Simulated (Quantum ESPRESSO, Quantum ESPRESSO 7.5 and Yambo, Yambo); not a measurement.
**Quasiparticle gap of SiO2 (Quartz) in Yambo**

How does a plane-wave GW calculation on SiO2 (Quartz) run from the first input to the gap?

Program: Quantum ESPRESSO 7.5 and Yambo 5.3.0. Level of theory: LDA and many-body steps on it, plane waves. Results are calculated unless marked as measured.

This is a report of a sequence of runs, with most program output left out.

### 1. Starting point

It takes space group P3_121 (No. 152, trigonal). Conventional cell: a = 4.916 Å, b = 4.916 Å, c = 5.409 Å, α = 90.00°, β = 90.00°, γ = 120.00°. Si has 4 O at 1.61 Å nearest. O has 2 Si at 1.61 Å nearest. Farther neighbours and most contacts between anions are not listed.

The cell and positions come from the Crystallography Open Database and are kept as given unless a step says otherwise.

### 2. Ground state

This step: Quantum ESPRESSO 7.5; DFT, LDA, plane waves, norm-conserving pseudopotentials.

The ground-state density comes first.

Contents of pw.in:

```
&control
  calculation = 'scf'
  prefix = 'x'
  outdir = 'o'
  pseudo_dir = 'pseudo'
/
&system
  ibrav = 0
  nat = 9
  ntyp = 2
  ecutwfc = 72.0
  nbnd = 32
  force_symmorphic = .true.
/
&electrons
  conv_thr = 1e-10
  electron_maxstep = 80
  mixing_beta = 0.5
/
ATOMIC_SPECIES
  Si 28.085 Si.upf
  O 15.999 O.upf
CELL_PARAMETERS angstrom
  4.9158000000 0.0000000000 0.0000000000
  -2.4579000000 4.2572076799 0.0000000000
  0.0000000000 0.0000000000 5.4091000000
ATOMIC_POSITIONS crystal
  Si 0.5303000000 0.0000000000 0.3333333333
  Si 0.0000000000 0.5303000000 0.6666666667
  Si 0.4697000000 0.4697000000 0.0000000000
  O 0.1462000000 0.4142000000 0.8810000000
  O 0.5858000000 0.7320000000 0.2143333333
  O 0.2680000000 0.8538000000 0.5476666667
  O 0.4142000000 0.1462000000 0.1190000000
  O 0.7320000000 0.5858000000 0.7856666667
  O 0.8538000000 0.2680000000 0.4523333333
K_POINTS automatic
  6 6 4 0 0 0
```

Launch:

```sh
> OMP_NUM_THREADS=1 mpirun -n 4 pw.x -nk 4 -in pw.in > pw.out
```

The job ended after 92 s (4 MPI ranks of Arm Neoverse V1, shared host; peak memory 0.59 GiB).

This step gave:

```yaml
total_energy: -3056.1210 eV
gap: 5.801 eV
k_of_the_valence_top: 0.3333, 0.3333, 0
k_of_the_conduction_bottom: 0, 0, 0
least_direct_gap: 6.125 eV
```

The gap is indirect, with the least direct gap 0.32 eV higher.

### 3. Bands along the symmetry lines

The cheap functional maps the bands first; the places of the edges decide which points the dearer methods must see.

Contents of pw.in:

```
&control
  calculation = 'bands'
  prefix = 'x'
  outdir = 'o'
  pseudo_dir = 'pseudo'
/
&system
  ibrav = 0
  nat = 9
  ntyp = 2
  ecutwfc = 72.0
  nbnd = 30
  force_symmorphic = .true.
/
&electrons
  conv_thr = 1e-9
  electron_maxstep = 80
  diago_full_acc = .true.
  diago_thr_init = 5e-6
/
ATOMIC_SPECIES
  Si 28.085 Si.upf
  O 15.999 O.upf
CELL_PARAMETERS angstrom
  4.9158000000 0.0000000000 0.0000000000
  -2.4579000000 4.2572076799 0.0000000000
  0.0000000000 0.0000000000 5.4091000000
ATOMIC_POSITIONS crystal
  Si 0.5303000000 0.0000000000 0.3333333333
  Si 0.0000000000 0.5303000000 0.6666666667
  Si 0.4697000000 0.4697000000 0.0000000000
  O 0.1462000000 0.4142000000 0.8810000000
  O 0.5858000000 0.7320000000 0.2143333333
  O 0.2680000000 0.8538000000 0.5476666667
  O 0.4142000000 0.1462000000 0.1190000000
  O 0.7320000000 0.5858000000 0.7856666667
  O 0.8538000000 0.2680000000 0.4523333333
K_POINTS crystal
  75
  0.00000000 0.00000000 0.00000000 1
  0.06250000 0.00000000 0.00000000 1
  0.12500000 0.00000000 0.00000000 1
  0.18750000 0.00000000 0.00000000 1
  0.25000000 0.00000000 0.00000000 1
  0.31250000 0.00000000 0.00000000 1
  0.37500000 0.00000000 0.00000000 1
  0.43750000 0.00000000 0.00000000 1
  0.50000000 0.00000000 0.00000000 1
  0.47916667 0.04166667 0.00000000 1
  0.45833333 0.08333333 0.00000000 1
  0.43750000 0.12500000 0.00000000 1
  0.41666666 0.16666666 0.00000000 1
  0.39583333 0.20833333 0.00000000 1
  0.37500000 0.25000000 0.00000000 1
  0.35416666 0.29166666 0.00000000 1
  0.33333333 0.33333333 0.00000000 1
  0.29166666 0.29166666 0.00000000 1
  0.25000000 0.25000000 0.00000000 1
  0.20833333 0.20833333 0.00000000 1
  0.16666666 0.16666666 0.00000000 1
  0.12500000 0.12500000 0.00000000 1
  0.08333333 0.08333333 0.00000000 1
  0.04166667 0.04166667 0.00000000 1
  0.00000000 0.00000000 0.00000000 1
  0.00000000 0.00000000 0.06250000 1
  0.00000000 0.00000000 0.12500000 1
  0.00000000 0.00000000 0.18750000 1
  0.00000000 0.00000000 0.25000000 1
  0.00000000 0.00000000 0.31250000 1
  0.00000000 0.00000000 0.37500000 1
  0.00000000 0.00000000 0.43750000 1
  0.00000000 0.00000000 0.50000000 1
  0.06250000 0.00000000 0.50000000 1
  0.12500000 0.00000000 0.50000000 1
  0.18750000 0.00000000 0.50000000 1
  0.25000000 0.00000000 0.50000000 1
  0.31250000 0.00000000 0.50000000 1
  0.37500000 0.00000000 0.50000000 1
  0.43750000 0.00000000 0.50000000 1
  0.50000000 0.00000000 0.50000000 1
  0.47916667 0.04166667 0.50000000 1
  0.45833333 0.08333333 0.50000000 1
  0.43750000 0.12500000 0.50000000 1
  0.41666666 0.16666666 0.50000000 1
  0.39583333 0.20833333 0.50000000 1
  0.37500000 0.25000000 0.50000000 1
  0.35416666 0.29166666 0.50000000 1
  0.33333333 0.33333333 0.50000000 1
  0.29166666 0.29166666 0.50000000 1
  0.25000000 0.25000000 0.50000000 1
  0.20833333 0.20833333 0.50000000 1
  0.16666666 0.16666666 0.50000000 1
  0.12500000 0.12500000 0.50000000 1
  0.08333333 0.08333333 0.50000000 1
  0.04166667 0.04166667 0.50000000 1
  0.00000000 0.00000000 0.50000000 1
  0.50000000 0.00000000 0.50000000 1
  0.50000000 0.00000000 0.43750000 1
  0.50000000 0.00000000 0.37500000 1
  0.50000000 0.00000000 0.31250000 1
  0.50000000 0.00000000 0.25000000 1
  0.50000000 0.00000000 0.18750000 1
  0.50000000 0.00000000 0.12500000 1
  0.50000000 0.00000000 0.06250000 1
  0.50000000 -0.00000000 0.00000000 1
  0.33333333 0.33333333 0.50000000 1
  0.33333333 0.33333333 0.43750000 1
  0.33333333 0.33333333 0.37500000 1
  0.33333333 0.33333333 0.31250000 1
  0.33333333 0.33333333 0.25000000 1
  0.33333333 0.33333333 0.18750000 1
  0.33333333 0.33333333 0.12500000 1
  0.33333333 0.33333333 0.06250000 1
  0.33333333 0.33333333 0.00000000 1
```

Wall time 45 s (4 MPI ranks); peak memory 0.38 GiB; 3 min of CPU time.

Numbers from this step:

```
gap                        : 5.801 eV
k of the valence top       : 0.3333, 0.3333, 0
k of the conduction bottom : 0, 0, 0
least direct gap           : 6.103 eV
```

The gap is 5.801 eV, as in the run before at this level.

Electronic bands along the path, in eV, zero at the top of the highest filled band:

```csv
point,band 21,band 22,band 23,band 24,band 25,band 26,band 27,band 28
Γ,-1.01,-0.69,-0.32,-0.32,5.80,9.04,9.04,9.51
halfway,-1.02,-0.85,-0.24,-0.16,6.68,9.06,9.14,9.62
M,-1.06,-0.79,-0.27,-0.03,8.05,8.76,9.45,9.49
halfway,-1.12,-0.63,-0.32,-0.02,8.24,8.82,9.37,9.67
K,-1.25,-0.44,-0.44,0.00,8.70,8.70,9.18,10.13
halfway,-0.93,-0.88,-0.25,-0.11,6.92,9.07,9.23,9.66
Γ,-1.01,-0.69,-0.32,-0.32,5.80,9.04,9.04,9.51
halfway,-1.09,-0.54,-0.23,-0.10,6.39,8.90,8.95,9.00
A,-1.23,-0.21,-0.21,-0.09,7.73,7.73,8.73,9.50
halfway,-1.10,-0.45,-0.42,-0.15,8.14,8.25,9.08,9.46
L,-0.90,-0.84,-0.61,-0.19,8.79,9.21,9.37,9.50
halfway,-0.87,-0.85,-0.63,-0.33,8.82,9.36,9.46,9.57
H,-0.95,-0.78,-0.60,-0.60,8.90,9.51,9.51,9.86
halfway,-1.07,-0.54,-0.39,-0.23,8.27,8.39,9.15,9.64
A,-1.23,-0.21,-0.21,-0.09,7.73,7.73,8.73,9.50
jump to L,-0.90,-0.84,-0.61,-0.19,8.79,9.21,9.37,9.50
halfway,-0.98,-0.73,-0.45,-0.12,8.35,8.87,9.30,9.78
M,-1.06,-0.79,-0.27,-0.03,8.05,8.76,9.45,9.49
jump to H,-0.95,-0.78,-0.60,-0.60,8.90,9.51,9.51,9.86
halfway,-1.03,-0.56,-0.51,-0.20,8.77,8.96,9.36,9.97
K,-1.25,-0.44,-0.44,0.00,8.70,8.70,9.18,10.13
```

### 4. Empty states on the mesh, 3×3×2 mesh, 496 bands

The sums over transitions need many empty states on a uniform mesh; this step solves for them.

Contents of pw.in:

```
&control
  calculation = 'nscf'
  prefix = 'x'
  outdir = 'o'
  pseudo_dir = 'pseudo'
/
&system
  ibrav = 0
  nat = 9
  ntyp = 2
  ecutwfc = 72.0
  nbnd = 496
  force_symmorphic = .true.
/
&electrons
  conv_thr = 1e-9
  electron_maxstep = 80
  diago_full_acc = .true.
  diago_thr_init = 5e-6
/
ATOMIC_SPECIES
  Si 28.085 Si.upf
  O 15.999 O.upf
CELL_PARAMETERS angstrom
  4.9158000000 0.0000000000 0.0000000000
  -2.4579000000 4.2572076799 0.0000000000
  0.0000000000 0.0000000000 5.4091000000
ATOMIC_POSITIONS crystal
  Si 0.5303000000 0.0000000000 0.3333333333
  Si 0.0000000000 0.5303000000 0.6666666667
  Si 0.4697000000 0.4697000000 0.0000000000
  O 0.1462000000 0.4142000000 0.8810000000
  O 0.5858000000 0.7320000000 0.2143333333
  O 0.2680000000 0.8538000000 0.5476666667
  O 0.4142000000 0.1462000000 0.1190000000
  O 0.7320000000 0.5858000000 0.7856666667
  O 0.8538000000 0.2680000000 0.4523333333
K_POINTS automatic
  3 3 2 0 0 0
```

Run time: 2.7 min. Hardware: 4 MPI ranks; peak memory 1.6 GiB; 11 min of CPU time.

Numbers from this step:

```
gap                                                           : 5.801 eV
k of the valence top                                          : 0.3333, 0.3333, 0
k of the conduction bottom                                    : 0, 0, 0
least direct gap                                              : 6.125 eV
k points computed                                             : 8
lowest point of the top converged band, above the valence top : 142.3008 eV
```

On this mesh the gap is 5.801 eV.

### 5. Conversion and set-up

This step: Yambo 5.3.0; conversion and set-up on LDA, plane waves, norm-conserving pseudopotentials.

The states are converted to the many-body program's format and the q mesh is built.

Launch:

```sh
> (cd o/x.save; p2y > p2y.log; mv SAVE ../..); yambo > setup.log
```

The job ended after 2.8 s (1 MPI rank; peak memory 0.24 GiB).

### 6. Screening and self-energy, 3×3×2 mesh, 496 bands, screening to 204.1 eV

G0W0 replaces the xc potential by the self-energy, built once from these orbitals. Only a window of levels is corrected, while the sums run over the empty bands that the input names.

This step: G0W0 on LDA, plane waves, norm-conserving pseudopotentials.

Contents of gw3.in:

```
HF_and_locXC
gw0
dyson
ppa
em1d
rim_cut
RandQpts= 1000000
RandGvec= 1 RL
EXXRLvcs= 72 Ry
VXCRLvcs= 288 Ry
Chimod= "HARTREE"
% BndsRnXp
 1 | 496 |
%
NGsBlkXp= 15 Ry
% LongDrXp
 1 | 1 | 1 |
%
% GbndRnge
 1 | 496 |
%
DysSolver= "n"
ExtendOut
PPAPntXp= 27.21138 eV
% QPkrange
 5 | 5 | 23 | 26 |
 1 | 1 | 23 | 26 |
%
```

Launch:

```sh
> OMP_NUM_THREADS=2 mpirun -n 2 yambo -F gw3.in -J gw3 -C gw3 > gw3.log
```

Wall time 29 min (2 MPI ranks); peak memory 2 GiB.

Numbers from this step:

| Property | Result |
| --- | --- |
| G0W0 gap on the points computed | 8.953 eV |
| starting gap on the mesh | 5.801 eV |
| k of the valence top | 0.3333, 0.3333, 0 |
| k of the conduction bottom | 0, 0, 0 |
| least direct G0W0 gap on the computed points | 9.318 eV |
| Z at the valence top | 0.8142 |
| Z at the conduction bottom | 0.8680 |

The gap on the mesh goes from 5.80 eV to 8.95 eV, a correction of +3.15 eV.

Limits: finite bands, cutoff and mesh; coarse k mesh. v1 is the top filled band, c1 the lowest empty one. Levels before and after the correction, in eV, zero at the valence-band top of each column:

```csv
,conduction bottom,valence top
Kohn-Sham,5.80,0.00
G0W0,8.95,0.00
```

```
                           level  energy (eV)
Kohn-Sham                Γ v2-v1       -0.324
Kohn-Sham                   Γ c1        5.801
Kohn-Sham                   Γ c2        9.038
Kohn-Sham     (0.333 0.333 0) v2       -0.439
Kohn-Sham     (0.333 0.333 0) v1        0.000
Kohn-Sham  (0.333 0.333 0) c1-c2        8.700
     G0W0                Γ v2-v1       -0.365
     G0W0                   Γ c1        8.953
     G0W0                   Γ c2       12.416
     G0W0     (0.333 0.333 0) v2       -0.493
     G0W0     (0.333 0.333 0) v1        0.000
     G0W0  (0.333 0.333 0) c1-c2       12.155
```

### 7. Where the time went

Times are wall times on the hardware named with each run, good to a factor of about two.

```csv
step,time,share,memory (GiB)
ground state,92 s,5 %,0.59
bands along the symmetry lines,45 s,2 %,0.38
empty states on the mesh,2.7 min,8 %,1.6
conversion and set-up,2.8 s,0 %,0.24
screening and self-energy,29 min,85 %,2.0
```

### 8. Results

```yaml
lda_gap: 5.80 eV, indirect
g0w0_gap_on_the_mesh: 8.95 eV
gw_settings: 3×3×2 mesh, 496 bands, screening to 204.1 eV, Godby-Needs plasmon pole
known_limits: not at the basis limit; coarse k mesh
```

What this shows: G0W0 moves the gap on the mesh from 5.80 eV to 8.95 eV (+3.15 eV), with Z of 0.81 and 0.87 at the edges. Only 2 of the mesh's irreducible points were corrected, so a valley elsewhere could overtake. The dearest step here is «screening and self-energy». Bands and cutoff are finite, so the gap is not at the basis limit. The miss can reach some tenths of an eV and take either sign; the mesh is an error of its own. In the G0W0 run levels were corrected at 2 k points alone, so a gap called «on the mesh» is the least over those, and an edge elsewhere would be missed. The 3×3×2 mesh is coarse for this cell, which bears on the long-range parts of exchange and screening.

[Paths, hosts, dates, memory and timing lines, banners, echoed tables and standing remarks are left out of the program output.]

[Logs are printed without paths, hosts, clocks, repeated set-up lines and the standing remarks that a program may print on its own settings, such as how far it seeks lower states.]

[Runs of the session that timed out or met a known fault of the program may be left out.]

[Hosts, paths, dates, database ids (printed as entryN), source tags and the programs' standing remarks are cut or masked in the printed files.]
